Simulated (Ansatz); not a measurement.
# Elastic response of random rock-salt alloy of HfC and HfN (512 atoms), part 2 of 2

Aim: relax random rock-salt alloy of HfC and HfN (512 atoms), then change its volume and shape to read moduli from the stress.

Ansatz 0.2.0; Kohn-Sham DFT, RPBE, PAW (set soft_2), plane waves.

The cell: 256 Hf, 160 C and 96 N. Only the Γ point is sampled. The levels lack spin–orbit coupling.

So far. Step 5 (Volume -3 %): The relaxation converged after 3 steps, 0.0469 eV below its start, with a largest force component of 0.040 eV/Å. Step 5 (Volume -3 %): Volume -3 %: the energy stands 4.38 eV above that of the reference, at a pressure of 7.51 GPa.

### Step 6. Volume +3 %

The relaxed cell is scaled to another volume.

Input file input.yaml:

```yaml
crystal:
  lattice:
    - [18.75826, 0.00103, 0.00064]
    - [0.00103, 18.76308, -0.0008]
    - [0.00064, -0.0008, 18.76641]
  atoms:
    [... the 512 atom lines of step 4 ...]
kpoints:
  mp_grid: { grid: [1, 1, 1] }
hamiltonian:
  xc: rpbe
scf:
  occupations: { method: fermi_dirac, width: 0.05 }
output:
  forces: true
  eigenvalues: true
  stress: true
relax:
  f_tol: 0.05
  max_steps: 70
```

Run with:

```console
$ ansatz run input.yaml --threads 32 --pin off --max-ram 143360MiB --backend cuda --events-out ev --progress --plain --runs-dir out
```

Numbers of over 12 decimals in the logs are rounded to 6 here.

Log:

```text
[...]
Crystal: 512 atoms, lattice volume = 6605.077 Å³
Basis set: ecut = 420 eV, 129043 PW (Γ), exchange–correlation on 256×256×256 points (8 copies of the dense FFT grid, shifted against one another)
Bands: 4666, of which v1, the nominal top of the filled ones, is band 3888 counted from 1 (3887 counted from 0)
Symmetry: 1 space group operations
[...]
k-points: 1
[...]
SCF iter   1: F=—  HF=-4105825.444043 eV  |F-HF|=—  |Δ(HF+E_count)|=         —  Δρ=4.74e-3  dr2=6.59e0  ethr=1.77e-3  ⟨swp⟩=4.0  Hψ=13643  notcnv=0  defer=104
[...]
SCF iter   2: F=—  HF=-4105824.991703 eV  |F-HF|=—  |Δ(HF+E_count)|=   4.52e-1  Δρ=2.68e-3  dr2=2.92e0  ethr=8.48e-5  ⟨swp⟩=2.0  Hψ=5373  notcnv=0  defer=620
[...]
SCF iter   9: F=-4105824.729851 eV  HF=-4105824.729883 eV  |F-HF|=3.14e-5  |Δ(HF+E_count)|=   1.86e-5  Δρ=9.83e-6  dr2=1.77e-5  ethr=8.04e-10  ⟨swp⟩=16.0  Hψ=28466  notcnv=0
SCF 1 converged in 9 iterations: F = -4105824.729851 eV  dr2 = 1.77e-5
[...]
relax step   1: F+E_penalty+E_count = -4105824.72985148 eV  Δ(F+E_penalty+E_count) = +0.000e0 eV  max|allowed force component| = 9.293e-2 eV/Å  Δτ_max = 0.0000 Å  (9 SCF iters, dr2 threshold 6.25e-5 eV, accepted)
[...]
relax step   2: F+E_penalty+E_count = -4105824.73440478 eV  Δ(F+E_penalty+E_count) = -4.553e-3 eV  max|allowed force component| = 1.107e-1 eV/Å  Δτ_max = 0.0124 Å  (12 SCF iters, accepted)
[...]
relax step   3: F+E_penalty+E_count = -4105824.77396335 eV  Δ(F+E_penalty+E_count) = -3.956e-2 eV  max|allowed force component| = 3.824e-2 eV/Å  Δτ_max = 0.0068 Å  (10 SCF iters, accepted)
SCF converged after 10 iterations
Free energy (F): -4105824.773963 eV
[...]
Internal energy: -4105823.725075 eV  (E = F + TS)
E sigma→0 (E₀):  -4105824.249519 eV
Entropy (-TS):   -1.048889 eV (-2.049 meV/atom)
Fermi energy:    20.663751 eV
[...]
Σ components = -4105824.773963   (vs F -4105824.773963, Δ=0.00e0)
--- Forces (eV/Å), atoms counted from 1 ---
[... 512 lines of forces left out ...]
  max |Σ_I F_I| component: 7.90e-5 eV/Å
--- Stress (GPa, compression-positive) ---
       -6.466261       0.001588       0.002865
        0.001588      -6.449925       0.000517
        0.002865       0.000517      -6.449194
  P = ⅓ Tr σ = -6.4551 GPa (-64.551 kbar)
--- Band table (eV) ---
[... left out ...]
--- Relaxed structure (3 steps of the walk, 3 accepted, 0 SCFs on fresh bases) ---
[...]
atoms:
[... 512 atom lines left out ...]
```

It took 43 s on 1 × NVIDIA GB200 with 32 threads of Arm Neoverse V2, shared host; peak memory 4.8 GiB; 88 s of CPU time.

The relaxation converged after 3 steps, 0.0441 eV below its start, with a largest force component of 0.038 eV/Å.

Volume +3 %: the energy stands 3.98 eV above that of the reference, at a pressure of -6.46 GPa.

### Step 7. Volume -6 %

The relaxed cell is scaled to another volume.

Input and log are left out; they have the form of those shown for this kind of step.

Elapsed: 66 s, on 1 × NVIDIA GB200 with 32 threads of Arm Neoverse V2, shared host; peak memory 4.5 GiB; 2.4 min of CPU time.

The relaxation converged after 5 steps, 0.193 eV below its start, with a largest force component of 0.026 eV/Å.

Volume -6 %: the energy stands 18.5 eV above that of the reference, at a pressure of 16.3 GPa.

### Step 8. Volume +6 %

The relaxed cell is scaled to another volume.

Input and log are left out; they have the form of those shown for this kind of step.

It took 56 s on 1 × NVIDIA GB200 with 32 threads of Arm Neoverse V2, shared host; peak memory 4.7 GiB.

The relaxation converged after 4 steps, 0.204 eV below its start, with a largest force component of 0.047 eV/Å.

Volume +6 %: the energy stands 15.1 eV above that of the reference, at a pressure of -11.9 GPa.

### Step 9. Volume -10 %

The relaxed cell is scaled to another volume.

input.yaml, the sections that differ from step 6:

```yaml
crystal:
  lattice:
    - [17.93333, 0.00098, 0.00061]
    - [0.00098, 17.93794, -0.00076]
    - [0.00061, -0.00076, 17.94112]
  atoms:
    [... the 512 atom lines of step 4 ...]
# kpoints, hamiltonian, scf, output, relax: as in step 6
```

Log:

```text
[...]
Crystal: 512 atoms, lattice volume = 5771.425 Å³
Basis set: ecut = 420 eV, 112595 PW (Γ), exchange–correlation on 240×240×240 points (8 copies of the dense FFT grid, shifted against one another)
Bands: 4666, of which v1, the nominal top of the filled ones, is band 3888 counted from 1 (3887 counted from 0)
Symmetry: 1 space group operations
[...]
k-points: 1
[...]
SCF iter   1: F=—  HF=-4105773.312938 eV  |F-HF|=—  |Δ(HF+E_count)|=         —  Δρ=4.61e-3  dr2=5.92e0  ethr=1.77e-3  ⟨swp⟩=6.0  Hψ=14032  notcnv=0  defer=613
[...]
SCF iter   2: F=—  HF=-4105773.025547 eV  |F-HF|=—  |Δ(HF+E_count)|=   2.87e-1  Δρ=2.73e-3  dr2=2.85e0  ethr=7.62e-5  ⟨swp⟩=1.0  Hψ=5366  notcnv=0  defer=641
[...]
SCF iter   9: F=-4105772.845507 eV  HF=-4105772.845525 eV  |F-HF|=1.84e-5  |Δ(HF+E_count)|=   3.86e-5  Δρ=1.19e-5  dr2=2.08e-5  ethr=8.04e-10  ⟨swp⟩=15.0  Hψ=24848  notcnv=0
SCF 1 converged in 9 iterations: F = -4105772.845507 eV  dr2 = 2.08e-5
[...]
relax step   1: F+E_penalty+E_count = -4105772.84550692 eV  Δ(F+E_penalty+E_count) = +0.000e0 eV  max|allowed force component| = 3.809e-1 eV/Å  Δτ_max = 0.0000 Å  (9 SCF iters, dr2 threshold 6.25e-5 eV, accepted)
[...]
relax step   2: F+E_penalty+E_count = -4105773.08764351 eV  Δ(F+E_penalty+E_count) = -2.421e-1 eV  max|allowed force component| = 3.553e-1 eV/Å  Δτ_max = 0.0321 Å  (9 SCF iters, dr2 threshold 9.07e-6 eV, accepted)
[...]
relax step   3: F+E_penalty+E_count = -4105773.34485596 eV  Δ(F+E_penalty+E_count) = -2.572e-1 eV  max|allowed force component| = 1.206e-1 eV/Å  Δτ_max = 0.0138 Å  (7 SCF iters, dr2 threshold 7.89e-6 eV, accepted)
[...]
relax step   4: F+E_penalty+E_count = -4105773.11192381 eV  Δ(F+E_penalty+E_count) = +2.329e-1 eV  max|allowed force component| = 3.399e-1 eV/Å  Δτ_max = 0.0384 Å  (12 SCF iters, rejected (line search))
[...]
relax step   5: F+E_penalty+E_count = -4105773.37160264 eV  Δ(F+E_penalty+E_count) = -2.675e-2 eV  max|allowed force component| = 2.166e-2 eV/Å  Δτ_max = 0.0080 Å  (12 SCF iters, accepted)
SCF converged after 12 iterations
Free energy (F): -4105773.371603 eV
[...]
Internal energy: -4105772.406256 eV  (E = F + TS)
E sigma→0 (E₀):  -4105772.888929 eV
Entropy (-TS):   -0.965346 eV (-1.885 meV/atom)
Fermi energy:    23.786067 eV
[...]
Σ components = -4105773.371603   (vs F -4105773.371603, Δ=0.00e0)
--- Forces (eV/Å), atoms counted from 1 ---
[... 512 lines of forces left out ...]
  max |Σ_I F_I| component: 2.79e-5 eV/Å
--- Stress (GPa, compression-positive) ---
       30.330355      -0.005841      -0.006285
       -0.005841      30.281226      -0.001803
       -0.006285      -0.001803      30.258618
  P = ⅓ Tr σ = 30.2901 GPa (302.901 kbar)
--- Band table (eV) ---
[... left out ...]
--- Relaxed structure (5 steps of the walk, 4 accepted, 0 SCFs on fresh bases) ---
[...]
atoms:
[... 512 atom lines left out ...]
```

Elapsed: 61 s, on 1 × NVIDIA GB200 with 32 threads; peak memory 4.5 GiB; 2.2 min of CPU time.

The relaxation converged after 5 steps, 0.526 eV below its start, with a largest force component of 0.022 eV/Å.

Volume -10 %: the energy stands 55.4 eV above that of the reference, at a pressure of 30.3 GPa.

### Step 10. Stretched by 1 % along x

The relaxed cell is strained along x alone, which gives the stiffness along x and its coupling to y and z.

input.yaml, the sections that differ from step 9:

```yaml
crystal:
  lattice:
    - [18.76008, 0.00102, 0.00063]
    - [0.00103, 18.57912, -0.00079]
    - [0.00064, -0.00079, 18.58241]
  atoms:
    [... the 512 atom lines of step 4 ...]
# kpoints, hamiltonian, scf, output, relax: as in step 9
```

Log:

```text
[...]
Crystal: 512 atoms, lattice volume = 6476.821 Å³
Basis set: ecut = 420 eV, 126545 PW (Γ), exchange–correlation on 256×250×250 points (8 copies of the dense FFT grid, shifted against one another)
Bands: 4666, of which v1, the nominal top of the filled ones, is band 3888 counted from 1 (3887 counted from 0)
Symmetry: 1 space group operations
[...]
k-points: 1
[...]
SCF iter   1: F=—  HF=-4105828.518610 eV  |F-HF|=—  |Δ(HF+E_count)|=         —  Δρ=4.68e-3  dr2=6.50e0  ethr=1.77e-3  ⟨swp⟩=4.0  Hψ=13775  notcnv=0  defer=325
[...]
SCF iter   2: F=—  HF=-4105828.086489 eV  |F-HF|=—  |Δ(HF+E_count)|=   4.32e-1  Δρ=2.68e-3  dr2=2.93e0  ethr=8.36e-5  ⟨swp⟩=1.0  Hψ=5366  notcnv=0  defer=623
[...]
SCF iter   9: F=-4105827.830357 eV  HF=-4105827.830381 eV  |F-HF|=2.32e-5  |Δ(HF+E_count)|=   5.15e-5  Δρ=1.25e-5  dr2=2.38e-5  ethr=8.04e-10  ⟨swp⟩=17.0  Hψ=37378  notcnv=0
SCF 1 converged in 9 iterations: F = -4105827.830357 eV  dr2 = 2.38e-5
[...]
relax step   1: F+E_penalty+E_count = -4105827.83035748 eV  Δ(F+E_penalty+E_count) = +0.000e0 eV  max|allowed force component| = 1.392e-1 eV/Å  Δτ_max = 0.0000 Å  (9 SCF iters, dr2 threshold 6.25e-5 eV, accepted)
[...]
relax step   2: F+E_penalty+E_count = -4105827.86267583 eV  Δ(F+E_penalty+E_count) = -3.232e-2 eV  max|allowed force component| = 6.457e-2 eV/Å  Δτ_max = 0.0146 Å  (11 SCF iters, accepted)
[...]
relax step   3: F+E_penalty+E_count = -4105827.87697552 eV  Δ(F+E_penalty+E_count) = -1.430e-2 eV  max|allowed force component| = 3.680e-2 eV/Å  Δτ_max = 0.0055 Å  (9 SCF iters, accepted)
SCF converged after 9 iterations
Free energy (F): -4105827.876976 eV
[...]
Internal energy: -4105826.853568 eV  (E = F + TS)
E sigma→0 (E₀):  -4105827.365272 eV
Entropy (-TS):   -1.023407 eV (-1.999 meV/atom)
Fermi energy:    21.098648 eV
[...]
Σ components = -4105827.876976   (vs F -4105827.876976, Δ=0.00e0)
--- Forces (eV/Å), atoms counted from 1 ---
[... 512 lines of forces left out ...]
  max |Σ_I F_I| component: 6.02e-5 eV/Å
--- Stress (GPa, compression-positive) ---
       -4.337403       0.001625       0.004651
        0.001625      -1.157683       0.005263
        0.004651       0.005263      -1.172242
  P = ⅓ Tr σ = -2.2224 GPa (-22.224 kbar)
--- Band table (eV) ---
[... left out ...]
--- Relaxed structure (3 steps of the walk, 3 accepted, 0 SCFs on fresh bases) ---
[...]
atoms:
[... 512 atom lines left out ...]
```

Run time: 44 s. Hardware: 1 × NVIDIA GB200 with 32 threads; peak memory 4.6 GiB.

The relaxation converged after 3 steps, 0.0466 eV below its start, with a largest force component of 0.037 eV/Å.

Stretched by 1 % along x: the energy stands 0.874 eV above that of the reference, at a pressure of -2.22 GPa.

### Step 11. Compressed by 1 % along x

The relaxed cell is strained along x alone, which gives the stiffness along x and its coupling to y and z.

input.yaml, the sections that differ from step 10:

```yaml
crystal:
  lattice:
    - [18.3886, 0.00102, 0.00063]
    - [0.00101, 18.57912, -0.00079]
    - [0.00062, -0.00079, 18.58241]
  atoms:
    [... the 512 atom lines of step 4 ...]
# kpoints, hamiltonian, scf, output, relax: as in step 10
```

Log:

```text
[...]
Crystal: 512 atoms, lattice volume = 6348.569 Å³
Basis set: ecut = 420 eV, 123931 PW (Γ), exchange–correlation on 250×250×250 points (8 copies of the dense FFT grid, shifted against one another)
Bands: 4666, of which v1, the nominal top of the filled ones, is band 3888 counted from 1 (3887 counted from 0)
Symmetry: 1 space group operations
[...]
k-points: 1
[...]
SCF iter   1: F=—  HF=-4105828.422439 eV  |F-HF|=—  |Δ(HF+E_count)|=         —  Δρ=4.65e-3  dr2=6.14e0  ethr=1.77e-3  ⟨swp⟩=4.0  Hψ=13776  notcnv=0  defer=415
[...]
SCF iter   2: F=—  HF=-4105828.011215 eV  |F-HF|=—  |Δ(HF+E_count)|=   4.11e-1  Δρ=2.66e-3  dr2=2.81e0  ethr=7.90e-5  ⟨swp⟩=2.0  Hψ=5372  notcnv=0  defer=637
[...]
SCF iter   9: F=-4105827.755073 eV  HF=-4105827.755101 eV  |F-HF|=2.80e-5  |Δ(HF+E_count)|=   1.19e-5  Δρ=1.12e-5  dr2=2.60e-5  ethr=8.04e-10  ⟨swp⟩=155.0  Hψ=64279  notcnv=0
SCF 1 converged in 9 iterations: F = -4105827.755073 eV  dr2 = 2.60e-5
[...]
relax step   1: F+E_penalty+E_count = -4105827.75507282 eV  Δ(F+E_penalty+E_count) = +0.000e0 eV  max|allowed force component| = 1.538e-1 eV/Å  Δτ_max = 0.0000 Å  (9 SCF iters, dr2 threshold 6.25e-5 eV, accepted)
[...]
relax step   2: F+E_penalty+E_count = -4105827.78688934 eV  Δ(F+E_penalty+E_count) = -3.182e-2 eV  max|allowed force component| = 6.409e-2 eV/Å  Δτ_max = 0.0144 Å  (11 SCF iters, accepted)
[...]
relax step   3: F+E_penalty+E_count = -4105827.80060202 eV  Δ(F+E_penalty+E_count) = -1.371e-2 eV  max|allowed force component| = 3.344e-2 eV/Å  Δτ_max = 0.0051 Å  (9 SCF iters, accepted)
SCF converged after 9 iterations
Free energy (F): -4105827.800602 eV
[...]
Internal energy: -4105826.825458 eV  (E = F + TS)
E sigma→0 (E₀):  -4105827.313030 eV
Entropy (-TS):   -0.975144 eV (-1.905 meV/atom)
Fermi energy:    21.543459 eV
[...]
Σ components = -4105827.800602   (vs F -4105827.800602, Δ=0.00e0)
--- Forces (eV/Å), atoms counted from 1 ---
[... 512 lines of forces left out ...]
  max |Σ_I F_I| component: 1.04e-4 eV/Å
--- Stress (GPa, compression-positive) ---
        4.882160      -0.006168      -0.002942
       -0.006168       1.189438      -0.004196
       -0.002942      -0.004196       1.203975
  P = ⅓ Tr σ = 2.4252 GPa (24.252 kbar)
--- Band table (eV) ---
[... left out ...]
--- Relaxed structure (3 steps of the walk, 3 accepted, 0 SCFs on fresh bases) ---
[...]
atoms:
[... 512 atom lines left out ...]
```

It took 55 s on 1 × NVIDIA GB200 with 32 threads; peak memory 4.5 GiB; 100 s of CPU time.

The relaxation converged after 3 steps, 0.0455 eV below its start, with a largest force component of 0.033 eV/Å.

Compressed by 1 % along x: the energy stands 0.950 eV above that of the reference, at a pressure of 2.43 GPa.

### Step 12. Sheared by 2 % in xy

A shear of the relaxed cell gives the modulus that volume changes can't reach.

input.yaml, the sections that differ from step 11:

```yaml
crystal:
  lattice:
    - [18.57435, 0.18676, 0.00063]
    - [0.18681, 18.57913, -0.00079]
    - [0.00062, -0.00078, 18.58241]
  atoms:
    [... the 512 atom lines of step 4 ...]
# kpoints, hamiltonian, scf, output, relax: as in step 11
```

Log:

```text
[...]
Crystal: 512 atoms, lattice volume = 6412.053 Å³
Basis set: ecut = 420 eV, 125203 PW (Γ), exchange–correlation on 250×250×250 points (8 copies of the dense FFT grid, shifted against one another)
Bands: 4666, of which v1, the nominal top of the filled ones, is band 3888 counted from 1 (3887 counted from 0)
Symmetry: 1 space group operations
[...]
k-points: 1
[...]
SCF iter   1: F=—  HF=-4105827.999456 eV  |F-HF|=—  |Δ(HF+E_count)|=         —  Δρ=4.67e-3  dr2=6.37e0  ethr=1.77e-3  ⟨swp⟩=4.0  Hψ=13784  notcnv=0  defer=398
[...]
SCF iter   2: F=—  HF=-4105827.578002 eV  |F-HF|=—  |Δ(HF+E_count)|=   4.21e-1  Δρ=2.68e-3  dr2=2.90e0  ethr=8.20e-5  ⟨swp⟩=2.0  Hψ=5367  notcnv=0  defer=627
[...]
SCF iter   9: F=-4105827.324549 eV  HF=-4105827.324580 eV  |F-HF|=3.14e-5  |Δ(HF+E_count)|=   1.54e-5  Δρ=1.34e-5  dr2=3.38e-5  ethr=8.04e-10  ⟨swp⟩=57.0  Hψ=88470  notcnv=0
SCF 1 converged in 9 iterations: F = -4105827.324549 eV  dr2 = 3.38e-5
[...]
relax step   1: F+E_penalty+E_count = -4105827.32454872 eV  Δ(F+E_penalty+E_count) = +0.000e0 eV  max|allowed force component| = 5.494e-2 eV/Å  Δτ_max = 0.0000 Å  (9 SCF iters, dr2 threshold 6.25e-5 eV, accepted)
[...]
relax step   2: F+E_penalty+E_count = -4105827.31873810 eV  Δ(F+E_penalty+E_count) = +5.811e-3 eV  max|allowed force component| = 6.020e-2 eV/Å  Δτ_max = 0.0117 Å  (10 SCF iters, rejected (line search))
[...]
relax step   3: F+E_penalty+E_count = -4105827.33420120 eV  Δ(F+E_penalty+E_count) = -9.652e-3 eV  max|allowed force component| = 1.721e-2 eV/Å  Δτ_max = 0.0048 Å  (10 SCF iters, accepted)
SCF converged after 10 iterations
Free energy (F): -4105827.334201 eV
[...]
Internal energy: -4105826.314850 eV  (E = F + TS)
E sigma→0 (E₀):  -4105826.824526 eV
Entropy (-TS):   -1.019351 eV (-1.991 meV/atom)
Fermi energy:    21.318780 eV
[...]
Σ components = -4105827.334201   (vs F -4105827.334201, Δ=0.00e0)
--- Forces (eV/Å), atoms counted from 1 ---
[... 512 lines of forces left out ...]
  max |Σ_I F_I| component: 4.92e-5 eV/Å
--- Stress (GPa, compression-positive) ---
        0.058359      -3.549990      -0.004068
       -3.549990       0.060863       0.005523
       -0.004068       0.005523      -0.052646
  P = ⅓ Tr σ = 0.0222 GPa (0.222 kbar)
--- Band table (eV) ---
[... left out ...]
--- Relaxed structure (3 steps of the walk, 2 accepted, 0 SCFs on fresh bases) ---
[...]
atoms:
[... 512 atom lines left out ...]
```

Elapsed: 67 s, on 1 × NVIDIA GB200 with 32 threads; peak memory 4.6 GiB; 1.9 min of CPU time.

The relaxation converged after 3 steps, 0.00965 eV below its start, with a largest force component of 0.017 eV/Å.

Sheared by 2 % in xy: the energy stands 1.42 eV above that of the reference, at a pressure of 0.0222 GPa.

### Step 13. Pressure against volume

Atoms are relaxed at each volume, in the scaled cell.

```csv
volume change (%),volume (Å³/atom),energy change (meV/atom),pressure (GPa),largest move on relaxing (Å),bonds
-10,11.272,108.16,30.29,0.02,1536
-6,11.773,36.16,16.26,0.01,1536
-3,12.149,8.56,7.51,0.01,1536
+0,12.525,0.00,-0.01,-,1536
+3,12.901,7.77,-6.46,0.01,1536
+6,13.276,29.42,-11.92,0.02,1536
```

### Step 14. Uniaxial strain and shear

Stress (GPa, compression positive) less that of the relaxed cell, atoms relaxed:

```csv
strain,xx,yy,zz,xy,energy change (meV/atom)
stretched by 1 % along x,-4.328,-1.153,-1.167,0.002,1.71
compressed by 1 % along x,4.892,1.194,1.210,-0.006,1.86
sheared by 2 % in xy,0.068,0.066,-0.047,-3.550,2.77
```

### Step 15. Outcome

The bulk modulus, from the slope of pressure against ln V over the three points nearest the relaxed volume, is 233 GPa; a quadratic over all points gives a pressure derivative of about 4.4. In the Cartesian axes of the cell, finite differences give C11 = 461, C12 = 117, C13 = 119 and C66 = 177 GPa (the shear of 2 % is the engineering strain, εxy = 0.01). The mean of C11, C12 and C13, which equals the bulk modulus in a cubic or isotropic solid, is 232 GPa: it agrees with the bulk modulus within 10 %.

**Limits.** Strains are finite and relaxations stop at the force tolerance of the input, which can leave moduli too stiff; they are those of a static cell at zero temperature. Volumes are changed with the cell's shape held, so in an anisotropic solid the modulus lies over the one under free hydrostatic load. The program notes that the SCF threshold of the relaxations is loose for the stress. The host structure and its lattice constant were typed by rule, without a check against the phase diagram.

The DFT runs together took 11 min of wall time.

[Logs are printed without paths, hosts, clocks, repeated set-up lines and the standing remarks that a program may print on its own settings, such as how far it seeks lower states.]

[Hosts, paths, dates, database ids (printed as entryN), source tags and the programs' standing remarks are cut or masked in the printed files.]
